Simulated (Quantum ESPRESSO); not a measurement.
**NbCrP: which magnetic order is lowest**

A self-consistent run ends on one state, which hangs on the start. Several orders of NbCrP are started in Quantum ESPRESSO and their energies compared.

Calculated with Quantum ESPRESSO 7.5; PBEsol; plane waves with GBRV 1.5 PBEsol potentials, no spin-orbit coupling.

## Step 1: The starting structure

The structure is orthorhombic, space group Pnma (No. 62). Conventional cell: a = 6.288 Å, b = 3.536 Å, c = 7.421 Å, α = 90.00°, β = 90.00°, γ = 90.00°. Nearest to Nb lie 5 P at 2.61 to 2.71 Å and 4 Cr at 2.83 to 2.86 Å. Nearest to Cr lie 4 P at 2.33 to 2.42 Å and 2 Cr at 2.69 Å and 4 Nb at 2.83 to 2.86 Å. Nearest to P lie 4 Cr at 2.33 to 2.42 Å and 5 Nb at 2.61 to 2.71 Å. Farther neighbours are not listed.

The cell comes from Materials Project 2023-11-01, a database of computed structures, and need not be the stable phase.

## Step 2: Run 1, typed as ferro ++++

The signs are those of the starting moments on the seeded atoms, the atoms that are given a moment.

The input, pw.in:

```
&CONTROL
  calculation = 'scf'
  prefix = 'pwscf'
  outdir = './tmp'
  pseudo_dir = './pseudo'
  disk_io = 'nowf'
/
&SYSTEM
  ibrav = 0
  nat = 12
  ntyp = 3
  ecutwfc = 40
  ecutrho = 280
  nbnd = 86
  occupations = 'smearing'
  smearing = 'fd'
  degauss = 0.00734986
  nspin = 2
  starting_magnetization(1) = 0
  starting_magnetization(2) = 0.1786
  starting_magnetization(3) = 0
/
&ELECTRONS
  conv_thr = 2.4d-08
  electron_maxstep = 150
  mixing_beta = 0.3
/
ATOMIC_SPECIES
Nb     92.9064 nb_pbesol_v1.uspp.F.UPF
Cr     51.9961 cr_pbesol_v1.5.uspp.F.UPF
P      30.9738 p_pbesol_v1.5.uspp.F.UPF
CELL_PARAMETERS angstrom
   6.2884547106    0.0000000000    0.0000000000
   0.0000000000    3.5360822200    0.0000000000
   0.0000000000    0.0000000000    7.4213666007
ATOMIC_POSITIONS crystal
Nb      0.5300557600    0.2500000000    0.8267057800
Nb      0.0300557600    0.2500000000    0.6732942200
Nb      0.9699442400    0.7500000000    0.3267057700
Nb      0.4699442400    0.7500000000    0.1732942300
Cr      0.3570215600    0.7500000000    0.5622066200
Cr      0.1429784400    0.2500000000    0.0622066200
Cr      0.8570215600    0.7500000000    0.9377933800
Cr      0.6429784400    0.2500000000    0.4377933800
P       0.2699073200    0.2500000000    0.3705804100
P       0.7699073200    0.2500000000    0.1294195900
P       0.7300926800    0.7500000000    0.6294195900
P       0.2300926800    0.7500000000    0.8705804100
K_POINTS automatic
4 8 4 0 0 0
```

On the command line:

```sh
> OMP_NUM_THREADS=1 mpirun -n 4 pw.x -nk 4 -in pw.in > pw.out
```

Output:

```text
Program PWSCF v.7.5 starts

     Message from routine setup:
     using ibrav=0 with symmetry is DISCOURAGED, use correct ibrav instead

     K-points division:     npool     =       4
     Subspace diagonalization in iterative solution of the eigenvalue problem:

     G-vector sticks info
     --------------------
     sticks:   dense  smooth     PW     G-vecs:    dense   smooth      PW
     Sum        1769    1013    297                88151    38065    6207

     Using Slab Decomposition

     bravais-lattice index     =            0
     lattice parameter (alat)  =      11.8835  a.u.
     unit-cell volume          =    1113.6450 (a.u.)^3
     number of atoms/cell      =           12
     number of atomic types    =            3
     number of electrons       =       128.00
     number of Kohn-Sham states=           86
     kinetic-energy cutoff     =      40.0000  Ry
     charge density cutoff     =     280.0000  Ry
     scf convergence threshold =      2.4E-08
     mixing beta               =       0.3000
     number of iterations used =            8  plain     mixing
     Exchange-correlation= SLA  PW   PSX  PSC
                           (   1   4  10   8   0   0   0)

     celldm(1)=  11.883457  celldm(2)=   0.000000  celldm(3)=   0.000000
     celldm(4)=   0.000000  celldm(5)=   0.000000  celldm(6)=   0.000000

     crystal axes: (cart. coord. in units of alat)
               a(1) = (   1.000000   0.000000   0.000000 )
               a(2) = (   0.000000   0.562313   0.000000 )
               a(3) = (   0.000000   0.000000   1.180157 )

     reciprocal axes: (cart. coord. in units 2 pi/alat)
               b(1) = (  1.000000  0.000000  0.000000 )
               b(2) = (  0.000000  1.778368  0.000000 )
               b(3) = (  0.000000  0.000000  0.847345 )

     PseudoPot. # 1 for Nb read from file:
     nb_pbesol_v1.uspp.F.UPF
     Pseudo is Ultrasoft + core correction, Zval = 13.0
     Generated by new atomic code, or converted to UPF format
     Using radial grid of  887 points,  6 beta functions with:
                l(1) =   0
                l(2) =   0
                l(3) =   1
                l(4) =   1
                l(5) =   2
                l(6) =   2
     Q(r) pseudized with  6 coefficients,  rinner =    1.000   1.000   1.000
                                                       1.000   1.000

     PseudoPot. # 2 for Cr read from file:
     cr_pbesol_v1.5.uspp.F.UPF
     Pseudo is Ultrasoft + core correction, Zval = 14.0
     Generated by new atomic code, or converted to UPF format
     Using radial grid of  857 points,  6 beta functions with:
                l(1) =   0
                l(2) =   0
                l(3) =   1
                l(4) =   1
                l(5) =   2
                l(6) =   2
     Q(r) pseudized with  8 coefficients,  rinner =    0.950   0.950   0.950
                                                       0.950   0.950

     PseudoPot. # 3 for P  read from file:
     p_pbesol_v1.5.uspp.F.UPF
     Pseudo is Ultrasoft + core correction, Zval =  5.0
     Generated by new atomic code, or converted to UPF format
     Using radial grid of  903 points,  6 beta functions with:
                l(1) =   0
                l(2) =   0
                l(3) =   1
                l(4) =   1
                l(5) =   2
                l(6) =   2
     Q(r) pseudized with  8 coefficients,  rinner =    1.300   1.300   1.300
                                                       1.300   1.300

     atomic species   valence    mass     pseudopotential
     Nb               13.00    92.90640     Nb( 1.00)
     Cr               14.00    51.99610     Cr( 1.00)
     P                 5.00    30.97380     P ( 1.00)

     Starting magnetic structure
     atomic species   magnetization
     Nb              0.000
     Cr              0.179
     P               0.000

      8 Sym. Ops., with inversion, found ( 6 have fractional translation)

   Cartesian axes

     site n.     atom                  positions (alat units)
         1        Nb     tau(   1) = (   0.5300558   0.1405783   0.9756430  )
         2        Nb     tau(   2) = (   0.0300558   0.1405783   0.7945932  )
         3        Nb     tau(   3) = (   0.9699442   0.4217350   0.3855642  )
         4        Nb     tau(   4) = (   0.4699442   0.4217350   0.2045145  )
         5        Cr     tau(   5) = (   0.3570216   0.4217350   0.6634923  )
         6        Cr     tau(   6) = (   0.1429784   0.1405783   0.0734136  )
         7        Cr     tau(   7) = (   0.8570216   0.4217350   1.1067438  )
         8        Cr     tau(   8) = (   0.6429784   0.1405783   0.5166651  )
         9        P      tau(   9) = (   0.2699073   0.1405783   0.4373432  )
        10        P      tau(  10) = (   0.7699073   0.1405783   0.1527355  )
        11        P      tau(  11) = (   0.7300927   0.4217350   0.7428142  )
        12        P      tau(  12) = (   0.2300927   0.4217350   1.0274219  )

     number of k points=    45  Fermi-Dirac smearing, width (Ry)=  0.0073
                       cart. coord. in units 2pi/alat
        k(    1) = (   0.0000000   0.0000000   0.0000000), wk =   0.0078125
        k(    2) = (   0.0000000   0.0000000   0.2118361), wk =   0.0156250
        k(    3) = (   0.0000000   0.0000000  -0.4236723), wk =   0.0078125
        k(    4) = (   0.0000000   0.2222960   0.0000000), wk =   0.0156250
        k(    5) = (   0.0000000   0.2222960   0.2118361), wk =   0.0312500
        [... 40 further k-points ...]

     Dense  grid:    88151 G-vectors     FFT dimensions: (  64,  36,  80)

     Smooth grid:    38065 G-vectors     FFT dimensions: (  48,  30,  60)

     Check: negative core charge=   -0.000004
     Generating pointlists ...
     new r_m :   0.1709 (alat units)  2.0312 (a.u.) for type    1
     new r_m :   0.1531 (alat units)  1.8195 (a.u.) for type    2
     new r_m :   0.1531 (alat units)  1.8195 (a.u.) for type    3

     Initial potential from superposition of free atoms

     starting charge     123.9894, renormalised to     128.0000

     negative rho (up, down):  3.932E-03 2.719E-03
     Starting wfcs are  108 randomized atomic wfcs

     Self-consistent Calculation

     iteration #  1     ecut=    40.00 Ry     beta= 0.30
     Davidson diagonalization with overlap
     ethr =  1.00E-02,  avg # of iterations =  3.2

     negative rho (up, down):  2.299E-03 3.379E-03

     total energy              =   -1233.38512047 Ry
     estimated scf accuracy    <       9.76380856 Ry

     total magnetization       =     6.53 Bohr mag/cell
     absolute magnetization    =     7.45 Bohr mag/cell

     iteration #  2     ecut=    40.00 Ry     beta= 0.30
     Davidson diagonalization with overlap
     ethr =  7.63E-03,  avg # of iterations =  3.2

     negative rho (up, down):  2.864E-03 3.936E-03

     total energy              =   -1233.33376042 Ry
     estimated scf accuracy    <      27.67321177 Ry

     total magnetization       =     1.88 Bohr mag/cell
     absolute magnetization    =     2.42 Bohr mag/cell

     iteration #  3     ecut=    40.00 Ry     beta= 0.30
     Davidson diagonalization with overlap
     ethr =  7.63E-03,  avg # of iterations =  2.2

     negative rho (up, down):  1.931E-03 5.100E-03

     total energy              =   -1235.67651945 Ry
     estimated scf accuracy    <       0.84845007 Ry

     total magnetization       =     6.54 Bohr mag/cell
     absolute magnetization    =     7.24 Bohr mag/cell

     [... further iterations left out ...]

     iteration # 14     ecut=    40.00 Ry     beta= 0.30
     Davidson diagonalization with overlap
     ethr =  1.55E-09,  avg # of iterations =  5.2

     negative rho (up, down):  8.932E-04 5.672E-03

     total energy              =   -1235.90002484 Ry
     estimated scf accuracy    <       0.00000045 Ry

     total magnetization       =     5.39 Bohr mag/cell
     absolute magnetization    =     5.92 Bohr mag/cell

     iteration # 15     ecut=    40.00 Ry     beta= 0.30
     Davidson diagonalization with overlap
     ethr =  3.49E-10,  avg # of iterations =  4.3

     negative rho (up, down):  8.943E-04 5.670E-03

     total energy              =   -1235.90002603 Ry
     estimated scf accuracy    <       0.00000013 Ry

     total magnetization       =     5.38 Bohr mag/cell
     absolute magnetization    =     5.90 Bohr mag/cell

     iteration # 16     ecut=    40.00 Ry     beta= 0.30
     Davidson diagonalization with overlap
     ethr =  9.93E-11,  avg # of iterations =  3.1

     negative rho (up, down):  8.924E-04 5.671E-03

     total energy              =   -1235.90002614 Ry
     estimated scf accuracy    <       0.00000003 Ry

     total magnetization       =     5.37 Bohr mag/cell
     absolute magnetization    =     5.90 Bohr mag/cell

     iteration # 17     ecut=    40.00 Ry     beta= 0.30
     Davidson diagonalization with overlap
     ethr =  2.40E-11,  avg # of iterations =  3.5

     negative rho (up, down):  8.920E-04 5.671E-03

     Magnetic moment per site  (integrated on atomic sphere of radius R)
     atom   1 (R=0.171)  charge= 10.1755  magn= -0.0148
     atom   2 (R=0.171)  charge= 10.1755  magn= -0.0148
     atom   3 (R=0.171)  charge= 10.1755  magn= -0.0148
     atom   4 (R=0.171)  charge= 10.1755  magn= -0.0148
     atom   5 (R=0.153)  charge= 11.9121  magn=  1.1972
     atom   6 (R=0.153)  charge= 11.9121  magn=  1.1972
     atom   7 (R=0.153)  charge= 11.9121  magn=  1.1972
     atom   8 (R=0.153)  charge= 11.9121  magn=  1.1972
     atom   9 (R=0.153)  charge=  2.9123  magn= -0.0075
     atom  10 (R=0.153)  charge=  2.9123  magn= -0.0075
     atom  11 (R=0.153)  charge=  2.9123  magn= -0.0075
     atom  12 (R=0.153)  charge=  2.9123  magn= -0.0075

     End of self-consistent calculation

     [... lines left out ...]
     the Fermi energy is    17.6412 ev

!    total energy              =   -1235.90002616 Ry
     estimated scf accuracy    <          2.4E-09 Ry
     smearing contrib. (-TS)   =      -0.02373056 Ry
     internal energy E=F+TS    =   -1235.87629559 Ry

     The total energy is F=E-TS. E is the sum of the following terms:
     one-electron contribution =    -367.15398422 Ry
     hartree contribution      =     254.96283590 Ry
     xc contribution           =    -186.80526137 Ry
     ewald contribution        =    -936.87988591 Ry

     total magnetization       =     5.37 Bohr mag/cell
     absolute magnetization    =     5.90 Bohr mag/cell

     convergence has been achieved in  17 iterations

=------------------------------------------------------------------------------=
   JOB DONE.
=------------------------------------------------------------------------------=
```

Elapsed: 7.7 min, on 4 MPI ranks of Arm Neoverse V1, shared host; peak memory 1.4 GiB; 31 min of CPU time.

Spin moment in the atom's sphere by atom:

| atom | spin moment in the atom's sphere (μB) |
| --- | --- |
| Nb1 | -0.01 |
| Nb2 | -0.01 |
| Nb3 | -0.01 |
| Nb4 | -0.01 |
| Cr5 | 1.20 |
| Cr6 | 1.20 |
| Cr7 | 1.20 |
| Cr8 | 1.20 |
| P9 | -0.01 |
| P10 | -0.01 |
| P11 | -0.01 |
| P12 | -0.01 |

Numbers from this step:

| Item | Value |
| --- | --- |
| smearing term TS | 0.3229 eV |
| magnetization | 5.374 μB |
| absolute magnetization | 5.897 μB |
| final state | ferromagnetic |

Spin density in the ac plane at fractional y = 0.250, with atoms of Nb and Cr and P within 0.2 Å of it.

Ten even steps from '_' (0.0 e/Å³) to '@' (1.4 e/Å³), each cell a mean:
```
____..____________________________
__________________________________
__________________________________
__________________________________
__________________________________
__________________________________
__________________________________
__________________________________
__________________________________
__________________..::::..________
__________________::##%%==..______
__________________::##%%==..______
____________________::--..________
__________________________________
__________________________________
__________________________________
____....__________________________
__::++==..________________________
..**@@%%::________________________
__--**==..________________________
```
Columns run along a (6.3 Å), rows up along c (7.4 Å). Atoms in or near the plane, at fractional coordinates: Nb at (0.53, 0.83), Nb at (0.03, 0.67), Cr at (0.14, 0.06), Cr at (0.64, 0.44), P at (0.27, 0.37), P at (0.77, 0.13).

Valence density in the ac plane at fractional y = 0.250, with atoms of Nb and Cr and P within 0.2 Å of it. It is the smooth field of the valence electrons, not physical close to the nuclei.

Ten steps, logarithmic in the rise over the least value, from '_' (0 e/Å³) to '@' (13 e/Å³), each cell a mean:
```
..--++==::..__..::--::........____
__........__..==**##++--..________
__..________::**######==..________
::::..______--**##**##++..______..
****==..____::++####**==..____::++
####**--______::====--..____..==##
**##**--________......______..++##
####++::____________....____..--**
++==::....________..::--::......--
......::::::......==####++::____..
__..::--------::::**@@@@%%==..____
__..::--::::--::::**@@@@%%==..____
__..--::==------::==####++::______
__..::--::::--::....::--::....____
__..::------::..____..::::::::..__
....::::::::..______..--------::..
::--++==::..________::--::--::--::
--##@@%%++..________::--::==::--::
==@@@@@@**::________::----::----::
--##@@%%++..________..::::--::::..
```
Columns run along a (6.3 Å), rows up along c (7.4 Å). Atoms in or near the plane, at fractional coordinates: Nb at (0.53, 0.83), Nb at (0.03, 0.67), Cr at (0.14, 0.06), Cr at (0.64, 0.44), P at (0.27, 0.37), P at (0.77, 0.13).

[end of part 1 of 3]

[Logs and program files are shortened in this print: banners, set-up blocks, solver, clock and traceback lines can be left out without a mark of their own.]

[Logs are printed without paths, hosts, clocks, repeated set-up lines and the standing remarks that a program may print on its own settings, such as how far it seeks lower states.]

[Hosts, paths, dates, database ids (printed as entryN), source tags and the programs' standing remarks are cut or masked in the printed files.]

[Where a cell is said to come from a database of computed structures, the database is the Materials Project.]
